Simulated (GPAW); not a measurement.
**How ZrC absorbs and reflects light**

Aim: the dielectric function of ZrC, and the optical constants that follow from it. The cell comes from an older database entry, whose edges can differ from later determinations, mostly by under a per cent.

Program: GPAW 26.7.0. Level of theory: DFT, PBE, plane-wave PAW (GPAW data sets), scalar-relativistic, RPA, optical limit. Results are calculated unless marked as measured.

The database entry behind the starting cell differs from later determinations by our own check (an axis about 0.7 % long against later determinations), so it need not match the best structure at ambient conditions.

## 1. The starting structure

It takes space group Fm-3m (No. 225, cubic). The conventional cell has a = 4.730 Å, b = 4.730 Å, c = 4.730 Å, α = 90.00°, β = 90.00°, γ = 90.00°. Nearest to Zr lie 6 C at 2.37 Å. C has 6 Zr at 2.37 Å nearest. Farther neighbours are not listed.

Coordinates:

```xyz
2
Lattice="0.0000 2.3650 2.3650 2.3650 0.0000 2.3650 2.3650 2.3650 0.0000" Properties=species:S:1:pos:R:3 pbc="T T T"
Zr    2.3650    2.3650    2.3650
C     0.0000    0.0000    0.0000
```

## 2. Bands for the response

The response needs many more empty bands than the density does.

This step: DFT, PBE, plane-wave PAW (GPAW data sets), scalar-relativistic, bands at fixed density (GPAW 26.7.0).

The input, nscf.py:

```python
from ase.dft.bandgap import bandgap
from gpaw import GPAW, FermiDirac

calc = GPAW('gs.gpw').fixed_density(kpts={'size': (16, 16, 16), 'gamma': True}, nbands=29, convergence={'bands': 23},
                                    occupations=FermiDirac(0.05), txt='nscf.txt')
print('gap (eV)', bandgap(calc, output=None)[0])
print('direct gap (eV)', bandgap(calc, direct=True, output=None)[0])
print('top band over the Fermi level (eV)', min(calc.get_eigenvalues(kpt=k)[22] for k in range(len(calc.get_ibz_k_points()))) - calc.get_fermi_level())
calc.write('full.gpw', mode='all')
```

Command:

```sh
> OMP_NUM_THREADS=1 python nscf.py
```

Numbers of over 12 decimals in the logs are rounded to 6 here.

Output:

```text
Diagonalizing LCAO Hamiltonian
Converting LCAO to pw mode
convergence criteria:
- Maximum integral of absolute [eigenst]ate change: 4e-08 eV^2 / valence electron
maximum number of iterations: 150

SCF iterations
|iter     |      energy | eigst |  dens |
|iter:   1||             | +2.70 |       |
|iter:   2||             | +0.76 |       |
|iter:   3||             | -0.86 |       |
|iter:   4||             | -2.81 |       |
|iter:   5||             | -4.50 |       |
|iter:   6||             | -6.37 |       |
|iter:   7||             | -7.55c|       |
SCF steps: 7
  __  _  _
 | _ |_)|_||  |
 |__||  | ||/\| - 26.7.0

Versions:
  Python: 3.12.14
  ASE:    3.29.0
  Numpy:  2.5.5
  Scipy:  1.18.1
  Libxc:  7.0.0

Input parameters:
  mode=PW(ecut=500.0),
  convergence={'bands': 23},
  gpts=array([18, 18, 18]),
  kpts=MonkhorstPack(size=(16, 16, 16), gamma=True),
  maxiter=150,
  nbands=29,
  occupations=Occupations(name='fermi-dirac', width=0.05, fixmagmom=False),
  parallel={},
  xc=XC(name='PBE')

--- standard output ---
gap (eV) 0.0
direct gap (eV) 0.0
top band over the Fermi level (eV) 26.723533
```

Elapsed: 47 s, on 1 thread of Arm Neoverse V1, shared host; peak memory 0.2 GiB.

## 3. Dielectric function, RPA

Transitions between filled and empty bands, summed over the zone, give the optical response, so mesh, band count and broadening shape it.

The induced potential is part of this response.

This step: DFT, PBE, plane-wave PAW (GPAW data sets), scalar-relativistic, RPA, optical limit (GPAW 26.7.0).

The input, df.py:

```python
from gpaw.response.df import DielectricFunction

df = DielectricFunction('full.gpw', frequencies={'type': 'nonlinear', 'domega0': 0.03, 'omega2': 8},
                        ecut=50,
                        eta=0.15,
                        nbands=23,
                        rate=0.05,
                        txt='df.txt')
for direction in ['x']:
    df.get_dielectric_function(xc='RPA', direction=direction, filename=f'df_{direction}.csv')
```

Command:

```sh
> OMP_NUM_THREADS=1 python df.py
```

Output:

```text
Using integrator: PointIntegrator
NonLinearFrequencyDescriptor(from 0.000 to 79.533 eV, 519 points)
Nonperiodic BCs:  [False False False]
Using integrator: PointIntegrator
NonLinearFrequencyDescriptor(from 0.000 to 79.533 eV, 519 points)
Nonperiodic BCs:  [False False False]
Using integrator: PointIntegrator

Calculating chi0 body with:
    Ground state adapter containing:
    Number of spins: 1
    Number of kpoints: 4096
    Number of irreducible kpoints: 145
    Number of completely occupied states: 5
    Number of partially occupied states: 9

    Linear response parametrization:
    q_c: [0.0, 0.0, 0.0]
    Number of frequency points: 519
    Planewave cutoff: 50.0
    Number of bands: 23
    Number of planewaves: 15
    Broadening (eta): 0.15

Integrating chi0 body.

Symmetries of q_c:
    Direct symmetries (Uq -> q): 48
    Indirect symmetries (TUq -> q): 0
In total 48 allowed symmetries.

145 groups of equivalent kpoints. 96.4599609375% reduction.

Integral kind: spectral function

Calculating chi0 optical extensions with:
    Ground state adapter containing:
    Number of spins: 1
    Number of kpoints: 4096
    Number of irreducible kpoints: 145
    Number of completely occupied states: 5
    Number of partially occupied states: 9

    Linear response parametrization:
    Number of frequency points: 519
    Planewave cutoff: 50.0
    Number of bands: 23
    Number of planewaves: 15
    Broadening (eta): 0.15
Integrating chi0 head and wings.

Symmetries of q_c:
    Direct symmetries (Uq -> q): 48
    Indirect symmetries (TUq -> q): 0
In total 48 allowed symmetries.

145 groups of equivalent kpoints. 96.4599609375% reduction.

Integral kind: spectral function wings

Calculating drude chi0 with:
    Number of frequency points:519
    Plasma frequency decay rate: 0.05 eV

    Ground state adapter containing:
    Number of spins: 1
    Number of kpoints: 4096
    Number of irreducible kpoints: 145
    Number of completely occupied states: 5
    Number of partially occupied states: 9

Symmetries of q_c:
    Direct symmetries (Uq -> q): 48
    Indirect symmetries (TUq -> q): 0
In total 48 allowed symmetries.

145 groups of equivalent kpoints. 96.4599609375% reduction.

Integral kind: intraband
Plasma frequency:
[[3.36+0.j 0.  +0.j 0.  -0.j]
 [0.  +0.j 3.36+0.j 0.  -0.j]
 [0.  -0.j 0.  -0.j 3.36+0.j]]
```

Run time: 13 s. Hardware: 1 thread; peak memory 0.23 GiB.

Some rows of df_x.csv (energy; Re and Im without local fields; Re and Im with them):

```text
0.000000, 4604.230384, 0.000000, 4603.782854, 0.000000
0.429336, -42.998092, 64.785196, -43.137324, 64.606833
0.878195, 1.748502, 28.053850, 1.662310, 27.923932
1.347938, 1.537305, 16.479758, 1.472946, 16.437420
1.840057, 4.228715, 16.140985, 4.144752, 16.107670
2.356191, 3.147464, 13.537857, 3.061158, 13.526138
2.898142, 4.312085, 9.474212, 4.206530, 9.431624
3.467895, 2.228044, 11.147954, 2.134666, 11.106948
4.067647, 4.004904, 9.906089, 3.923891, 9.837192
4.699832, 1.619337, 9.227473, 1.561275, 9.207534
5.367152, 2.326490, 8.685175, 2.253564, 8.655822
6.072622, 1.154499, 8.973597, 1.087126, 8.971200
6.819608, -0.210970, 6.485324, -0.272576, 6.495891
7.611886, -0.970076, 8.671531, -1.047678, 8.739135
8.453705, -1.089323, 5.189611, -1.237936, 5.253880
9.349861, -0.781843, 4.561702, -0.978896, 4.624413
10.305790, -2.717205, 4.665517, -2.983860, 4.595655
11.327680, -2.092911, 2.189502, -2.331142, 1.994665
12.422601, -0.750794, 1.653453, -0.923172, 1.360336
13.598673, -0.764364, 1.652202, -0.646668, 1.393920
```

Sum at mesh points, not converged in k. Table of Im ε, E ∥ x by photon energy; read off at these points:

```
photon energy (eV)  Im ε, E ∥ x
              0.50         48.7
              1.00         28.7
              1.50         16.1
              2.00         15.6
              2.50         12.8
              3.00         10.5
              3.34         11.8
              3.50         10.8
              4.00         9.46
              4.50         9.91
              5.00         8.40
              5.50         8.84
              6.00         8.85
              6.50         8.53
              7.00         6.73
              7.50         8.25
              7.61         8.73
              8.00         5.42
              8.50         5.35
              9.00         4.60
              9.50         5.03
             10.00         5.05
             10.50         3.69
             11.00         2.35
             11.50         1.72
             12.00         1.32
             12.50         1.44
             13.00         1.32
             13.50         1.43
```

Values under 1 per cm are given as 1; sum at mesh points, not converged in k. Absorption coefficient, E ∥ x against photon energy:

```
photon energy (eV)  absorption coefficient, E ∥ x (1/cm)
             0.492                                 3.4e5
             1.010                                 3.9e5
             1.486                                 3.7e5
             1.985                                 5.2e5
             2.508                                 5.9e5
             3.018                                 5.7e5
             3.510                                 7.5e5
             3.980                                 7.2e5
             4.516                                 9.4e5
             4.981                                 9.7e5
             5.515                                 1.1e6
             6.021                                 1.2e6
             6.494                                 1.5e6
             6.985                                 1.3e6
             7.496                                 1.5e6
             8.026                                 1.6e6
             8.516                                 1.6e6
             9.023                                 1.6e6
             9.483                                 1.7e6
            10.026                                 2.0e6
            10.519                                 2.2e6
            11.029                                 1.9e6
            11.479                                 1.8e6
            12.023                                 1.6e6
            12.504                                 1.5e6
            13.000                                 1.4e6
            13.512                                 1.4e6
```

Sum at mesh points, not converged in k. Table of loss function −Im 1/ε at q → 0, E ∥ x by energy loss; read off at these points:

energy loss (eV), loss function −Im 1/ε at q → 0, E ∥ x and a bar:
```
     0.50      0.014 
     1.00      0.035 #
     1.50      0.057 ##
     2.00      0.062 ###
     2.50      0.076 ###
     3.00      0.078 ###
     3.50      0.090 ####
     4.00      0.091 ####
     4.50      0.099 ####
     5.00      0.117 #####
     5.50      0.110 #####
     6.00      0.110 #####
     6.50      0.115 #####
     7.00      0.148 #######
     7.50      0.121 ######
     8.00      0.156 #######
     8.50      0.178 #########
     9.00      0.191 #########
     9.28      0.210 ##########
     9.50      0.190 #########
    10.00      0.165 ########
    10.50      0.144 #######
    11.00      0.202 ##########
    11.50      0.235 ############
    12.00      0.313 ################
    12.50      0.495 #########################
    13.00      0.571 #############################
    13.50      0.585 ##############################
```

Sum at mesh points, not converged in k. Table of Im ε, E ∥ x by photon energy; read off at these points:

```
photon energy (eV)  without local fields  with local fields
             0.500                  48.9               48.7
             0.750                  28.1               27.9
             1.000                  28.8               28.7
             1.250                  18.6               18.5
             1.500                  16.1               16.1
             1.750                  16.3               16.3
             2.000                  15.7               15.6
             2.250                  13.6               13.6
             2.500                  12.9               12.8
             2.750                  10.0               9.99
             3.000                  10.6               10.5
             3.250                  11.4               11.4
             3.343                  11.8               11.8
             3.500                  10.8               10.8
             3.750                  8.73               8.71
             4.000                  9.53               9.46
             4.250                  10.6               10.6
             4.500                  9.95               9.91
             4.750                  9.16               9.14
             5.000                  8.41               8.40
             5.250                  8.03               8.01
             5.500                  8.86               8.84
             5.750                  8.28               8.26
             6.000                  8.85               8.85
             6.250                  9.08               9.06
             6.500                  8.52               8.53
             6.750                  6.50               6.51
             7.000                  6.71               6.73
             7.250                  6.76               6.79
             7.500                  8.19               8.25
             7.750                  7.75               7.82
             8.000                  5.36               5.42
             8.250                  5.25               5.32
             8.500                  5.28               5.35
             8.750                  5.35               5.40
             9.000                  4.55               4.60
             9.250                  4.41               4.47
             9.500                  4.97               5.03
             9.750                  5.19               5.21
            10.000                  5.07               5.05
            10.250                  4.77               4.70
            10.500                  3.78               3.69
            10.750                  2.71               2.61
            11.000                  2.52               2.35
            11.250                  2.30               2.11
            11.500                  1.94               1.72
            11.750                  1.77               1.57
            12.000                  1.51               1.32
            12.250                  1.49               1.25
            12.500                  1.75               1.44
            12.750                  1.67               1.38
            13.000                  1.65               1.32
            13.250                  1.65               1.35
            13.500                  1.71               1.43
            13.750                  1.53               1.33
```

The reflectivity at normal incidence, E ∥ x has structure finer than the step of the table below, so its rows give means over 0.5 eV, whole bins alone (the curve runs from 0.305 to 14.0 eV). Peaks (eV: height): 3.43: 41.0, 4.42: 39.9, 6.49: 43.0, 7.85: 47.8, 8.89: 41.4, 10.66: 56.7.

Sum at mesh points, not converged in k. Reflectivity at normal incidence, E ∥ x against photon energy; means over each step:

```
photon energy (eV)  reflectivity at normal incidence, E ∥ x (%)
               1.0                                         58.3
               1.5                                         47.9
               2.0                                         45.9
               2.5                                         42.5
               3.0                                         37.5
               3.5                                         39.0
               4.0                                         36.2
               4.5                                         38.9
               5.0                                         36.2
               5.5                                         36.0
               6.0                                         37.3
               6.5                                         41.1
               7.0                                         35.6
               7.5                                         39.6
               8.0                                         43.7
               8.5                                         38.7
               9.0                                         39.5
               9.5                                         36.9
              10.0                                         43.5
              10.5                                         53.5
              11.0                                         53.7
              11.5                                         53.3
              12.0                                         49.9
              12.5                                         38.4
              13.0                                         34.3
              13.5                                         30.6
```

At chosen wavelengths:

```
wavelength (nm)     n      k  R (%)    1/α
           1550  3.64  3.780   59.4  33 nm
            633  3.12  2.580   47.2  20 nm
            532  2.92  2.318   43.7  18 nm
            450  2.54  1.960   37.9  18 nm
            365  2.71  2.143   41.0  14 nm
            308  2.67  1.793   36.0  14 nm
            248  2.20  1.907   36.6  10 nm
```

In reflection the computed colour is faintly yellow: x = 0.326, y = 0.344, luminous reflectivity 44 %.

## 4. What came out

What this shows: At this level (PBE, RPA) ZrC is a metal. The mesh is too coarse to trust the carriers' weight, the reflectivity or the colour to better than tens of per cent. In reflection the computed colour is faintly yellow: x = 0.326, y = 0.344, luminous reflectivity 44 %. The carriers' damping of 0.05 eV is typed, not computed; it shapes the response at the lowest energies. In this version of GPAW the matrix elements of the optical limit are incomplete, which can lower ε − 1 by up to a tenth where first-row anions or d states rule, and shift it by more in d metals. GPAW's carrier term has the form −ωp²/(ω + i·rate)², which damps like twice the rate and fails at low energy, so the curves leave the lowest energies out. The sum runs over mesh points 0.14 Å⁻¹ apart with no interpolation, so peaks are partly noise of the mesh, and the Drude plasma energy, a sum over the Fermi surface, isn't converged.

[Machine, clock and banner lines and Python warnings are left out of the logs.]

[Logs are printed without paths, hosts, clocks, repeated set-up lines and the standing remarks that a program may print on its own settings, such as how far it seeks lower states.]

[Hosts, paths, dates, database ids (printed as entryN), source tags and the programs' standing remarks are cut or masked in the printed files.]
